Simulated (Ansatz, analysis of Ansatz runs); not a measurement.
## Li-H pair in ZnO: local vibrational mode, HSE06

Subject: Li-H pair in ZnO. Wanted: its local vibrational mode, in one set-up (HSE06, 72-site cell, PBE lattice, 420 eV, k: the zone centre alone, relaxed with the hybrid, anharmonic cut along the mode). The model is a cell of 72 host atoms with Li put on another atom's site and H put in between. The frequencies come from force constants among the defect atom and its neighbours, with the masses of the isotopes named. Exact exchange opens the gap, stiffens bonds and lessens the self-interaction error, at many times the cost.

What was measured. O-H stretch, 1H: 3577.3 cm⁻¹ at 10 K, by IR absorption (quoted in “Hydrogen-related defects in hydrothermally grown ZnO studied by Fourier Transform Infrared Spectroscopy”, 2010, Halvard Haug, quoting earlier work (2006)). O-D stretch, 2H: 2644.4 cm⁻¹, by IR absorption (quoted in “Hydrogen-related defects in hydrothermally grown ZnO studied by Fourier Transform Infrared Spectroscopy”, 2010, Halvard Haug, quoting earlier work (2006)).

Method: plane-wave PAW DFT, HSE06; relaxation of all atoms of a defect supercell, in Ansatz 0.2.0.

Most raw output is cut from this account.

**1. Set-up**

The cell holds 73 atoms: 35 Zn, 36 O, 1 Li and 1 H. Its edges and angles: a = 9.839 Å, b = 9.839 Å, c = 10.587 Å, α = 90.0°, β = 90.0°, γ = 120.0°. It derives from ZnO (space group P6_3mc). Nearest the centre at fractional (0.556, 0.444, 0.559): H73 at 0.63 Å, Li38 at 1.08 Å, O39 at 1.63 Å, O60 at 2.28 Å, O28 at 2.28 Å, O36 at 2.28 Å, Zn61 at 2.77 Å, Zn29 at 2.77 Å.

The host's primitive cell comes from a first run (plane-wave PAW DFT, PBE; relaxation of the host's cell and atoms): vectors of 3.280, 3.280 and 5.293 Å. That is 12.33 Å³ an atom, 3.6 % over the diffraction cell's volume. The supercell is built on it.

**2. Relaxation, charge 0**

Every later number rests on the structure around the defect, so the atoms are relaxed at the host's lattice first.

relax/input.yaml

```yaml
relax:
  f_tol: 0.01
  max_steps: 80
  random_displacement: { amplitude: 0.02, seed: 859 }
crystal:
  lattice:
    - [9.83855992, 0.0, 0.0]
    - [-4.91927996, 8.52044283, 0.0]
    - [0.0, 0.0, 10.58650209]
  atoms:
    - { symbol: Zn, position: [0.111111111, 0.222222222, 0.249983552] }
    - { symbol: Zn, position: [0.222222222, 0.111111111, -1.6448e-05] }
    - { symbol: O, position: [0.222222222, 0.111111111, 0.189521448] }
    - { symbol: O, position: [0.111111111, 0.222222222, 0.439521448] }
    - { symbol: Zn, position: [0.111111111, 0.222222222, 0.749983552] }
    - { symbol: Zn, position: [0.222222222, 0.111111111, 0.499983552] }
    - { symbol: O, position: [0.222222222, 0.111111111, 0.689521448] }
    - { symbol: O, position: [0.111111111, 0.222222222, 0.939521448] }
[... 61 atom lines left out ...]
    - { symbol: Zn, position: [0.888888889, 0.777777778, 0.499983552] }
    - { symbol: O, position: [0.888888889, 0.777777778, 0.689521448] }
    - { symbol: O, position: [0.777777778, 0.888888889, 0.939521448] }
    - { symbol: H, position: [0.555555999, 0.444444001, 0.618445448] }
basis:
  ecutwfc: 420
  xc_grid: 2
hamiltonian:
  xc: hse06
kpoints:
  mp_grid: { grid: [1, 1, 1] }
scf:
  occupations: { method: fermi_dirac, width: 0.01 }
  max_iter: 120
output:
  forces: true
checkpoint:
  write: "../relax.run"
  compress: false
  write_wavefunctions: true
  write_every: 100000
```

The run is started by

```sh
> ansatz run input.yaml --threads 4 --pin off --max-ram 14131MiB --backend cpu --events-out ev --progress --plain --runs-dir out
```

It took 19 min on 4 threads of Arm Neoverse V1, shared host; peak memory 3.3 GiB.

The steps of the relaxation:

```tsv
step	energy less that of the first step (eV)	largest force component (eV/Å)
1	0.0000	2.8169
2	-0.5807	1.2006
3	-0.8430	0.1759
4	-0.8590	0.0431
5	-0.8573	0.0754
6	-0.8615	0.0090
```

Relaxation step 5 was tried and not accepted.

The atoms that moved most (Å, from the sites as typed, ahead of the random displacement):

```tsv
atom	dx	dy	dz	length
Li38	0.001	-0.001	-0.383	0.383
Zn37	-0.100	0.058	0.081	0.142
Zn61	0.101	0.058	0.081	0.142
Zn29	0.000	-0.116	0.080	0.141
O35	0.000	0.000	0.075	0.075
Zn34	0.000	0.000	0.070	0.070
Zn25	0.000	-0.059	-0.010	0.060
Zn33	-0.051	0.029	-0.008	0.059
```

Neighbours of the ideal centre at the end:

```tsv
atom	distance (Å)
H73	0.637
Li38	1.459
O39	1.597
O36	2.311
O28	2.312
O60	2.314
Zn29	2.906
Zn37	2.907
Zn61	2.908
```

Neighbours of the added atoms: H73: O39 0.96, Li38 2.10, Zn37 2.48 Å.

This step gave:

```yaml
free_energy: -136822.2652 eV
```

The relaxation ends 12 meV an atom lower than the displaced start, with a largest force component of 0.0090 eV/Å.

**3. Local vibrational modes**

A local mode lives on the defect and the atoms next to it, so only the sites listed in the input are displaced, which costs far fewer SCF runs than the whole cell would.

This step: plane-wave PAW DFT, HSE06; finite-displacement force constants among the atoms nearest to a defect, the others at rest.

modes/input.yaml

```yaml
crystal:
  lattice:
    - [9.83855992, 0.0, 0.0]
    - [-4.91927996, 8.52044283, 0.0]
    - [0.0, 0.0, 10.58650209]
  atoms:
    - { symbol: Zn, position: [0.110723411, 0.222024358, 0.251515685] }
    - { symbol: Zn, position: [0.219983016, 0.11001619, 0.001012828] }
[... 3 atom lines left out ...]
    - { symbol: Zn, position: [0.227000964, 0.114235187, 0.498168982] }
[... 7 atom lines left out ...]
    - { symbol: Zn, position: [0.227003714, 0.44608415, 0.498129011] }
[... 13 atom lines left out ...]
    - { symbol: O, position: [0.443623616, 0.220415534, 0.435902335] }
    - { symbol: Zn, position: [0.437872977, 0.208756869, 0.757578896] }
    - { symbol: Zn, position: [0.554148762, 0.114294553, 0.49818766] }
[... 5 atom lines left out ...]
    - { symbol: O, position: [0.443730737, 0.55653077, 0.436060271] }
    - { symbol: Zn, position: [0.437806267, 0.562479321, 0.757668381] }
    - { symbol: Li, position: [0.55572236, 0.444376578, 0.42134212] }
    - { symbol: O, position: [0.555738717, 0.444608713, 0.710085656] }
[... 20 atom lines left out ...]
    - { symbol: O, position: [0.779772673, 0.556589977, 0.435907666] }
    - { symbol: Zn, position: [0.791569438, 0.562417006, 0.757643681] }
[... 11 atom lines left out ...]
    - { symbol: H, position: [0.555666527, 0.44484655, 0.619399699] }
basis:
  ecutwfc: 420
  xc_grid: 2
hamiltonian:
  xc: hse06
kpoints:
  mp_grid: { grid: [1, 1, 1] }
scf:
  occupations: { method: fermi_dirac, width: 0.01 }
  max_iter: 120
output: {}
checkpoint:
  read: "../relax.run"
phonons:
  supercell: [1, 1, 1]
  displaced_sites: [38, 72]
```

Run time: 57 min. Hardware: 4 threads; peak memory 3.2 GiB.

Numbers from this step:

```
free energy : -136822.2656 eV
```

The modes with the largest weight on the probed atoms (the light atom of a pair), for the masses of each isotope. Modes of the displaced atoms (local only where they lie over the host's phonons):

```tsv
isotopes	mode (cm⁻¹)	share of the defect atoms
H	3857	0.944
H	688.5	0.89
H	688.3	0.89
D	2804	0.892
D	521.4	0.678
D	521.2	0.679
```

**4. Point 1 along the mode**

A light atom samples the curved part of its well, so the energy is mapped along the mode and the one-dimensional Schrödinger equation solved on it.

This step: plane-wave PAW DFT, HSE06; single point of a defect supercell.

cut0/input.yaml, as its differences from modes/input.yaml of step 3:

```diff
@@ -20,3 +20,3 @@
     - { symbol: Li, position: [0.55572236, 0.444376578, 0.42134212] }
-    - { symbol: O, position: [0.555738717, 0.444608713, 0.710085656] }
+    - { symbol: O, position: [0.555737501, 0.444612755, 0.708513566] }
 [... 20 atom lines left out ...]
@@ -25,3 +25,3 @@
 [... 11 atom lines left out ...]
-    - { symbol: H, position: [0.555666527, 0.44484655, 0.619399699] }
+    - { symbol: H, position: [0.555684671, 0.4447868, 0.645037502] }
 basis:
@@ -36,7 +36,5 @@
   max_iter: 120
-output: {}
+output:
+  forces: true
 checkpoint:
   read: "../relax.run"
-phonons:
-  supercell: [1, 1, 1]
-  displaced_sites: [38, 72]
```

It took 4.1 min on 4 threads; peak memory 3.1 GiB; 16 min of CPU time.

This step gave:

* free energy: -136817.6430 eV

The other runs of this kind differ in structure, charge or spin alone:

```tsv
run	outcome	energy less the first (eV)	moment (μB)	time
point 1 along the mode	converged	0.0000	0.00	4.1 min
point 2 along the mode	converged	-2.6529	0.00	4.3 min
point 3 along the mode	converged	-3.8607	0.00	4.3 min
point 4 along the mode	converged	-4.4634	0.00	4.1 min
point 5 along the mode	converged	-4.5072	0.00	4.2 min
point 6 along the mode	converged	-4.2263	0.00	4.2 min
point 7 along the mode	converged	-3.8771	0.00	4.2 min
point 8 along the mode	converged	-3.4242	0.00	4.1 min
point 9 along the mode	converged	-2.9466	0.00	4.3 min
```

**5. Anharmonic fundamental**

Analysis of the runs above: one-dimensional Schroedinger equation on a polynomial through HSE06 energies along the local mode.

It gives:

- stretch: 3709 cm⁻¹
- stretch d: 2721 cm⁻¹
- stretch harmonic: 3857 cm⁻¹
- stretch d harmonic: 2804 cm⁻¹

Table of energy by normal coordinate:

```tsv
normal coordinate (amu½ Å)	energy (eV)
-0.280	4.62
-0.206	1.97
-0.140	0.762
-0.070	0.159
0.000	0
0.070	0.115
0.140	0.396
0.206	0.745
0.280	1.20
0.355	1.68
```

**6. Results**

```
distance from the defect atom to its nearest neighbour : 0.960 Å
O-H stretch, 1H                                        : 3709 cm⁻¹
O-D stretch, 2H                                        : 2721 cm⁻¹
time of the whole chain                                : 1.9 h on 4 threads
```

**Reading.** O-H stretch, 1H: computed 3709 cm⁻¹, measured 3577.3 cm⁻¹; 132 cm⁻¹ (4 %) above the measurement. O-D stretch, 2H: computed 2721 cm⁻¹, measured 2644.4 cm⁻¹; 77 cm⁻¹ (3 %) above the measurement. The anharmonic cut moves the O-H stretch, 1H from 3857 to 3709 cm⁻¹; a straight cut leaves out the coupling to the other modes. Only the named neighbours move, so modes near the host's band are approximate. Limits: the zone centre alone is a coarse sampling for this cell.

[Logs are printed without paths, hosts, clocks, repeated set-up lines and the standing remarks that a program may print on its own settings, such as how far it seeks lower states.]

[Hosts, paths, dates, database ids (printed as entryN), source tags and the programs' standing remarks are cut or masked in the printed files.]

[For some hosts the program warned that the k-mesh of the response run may be too coarse for force constants and the static dielectric constant; such warnings are not shown here.]
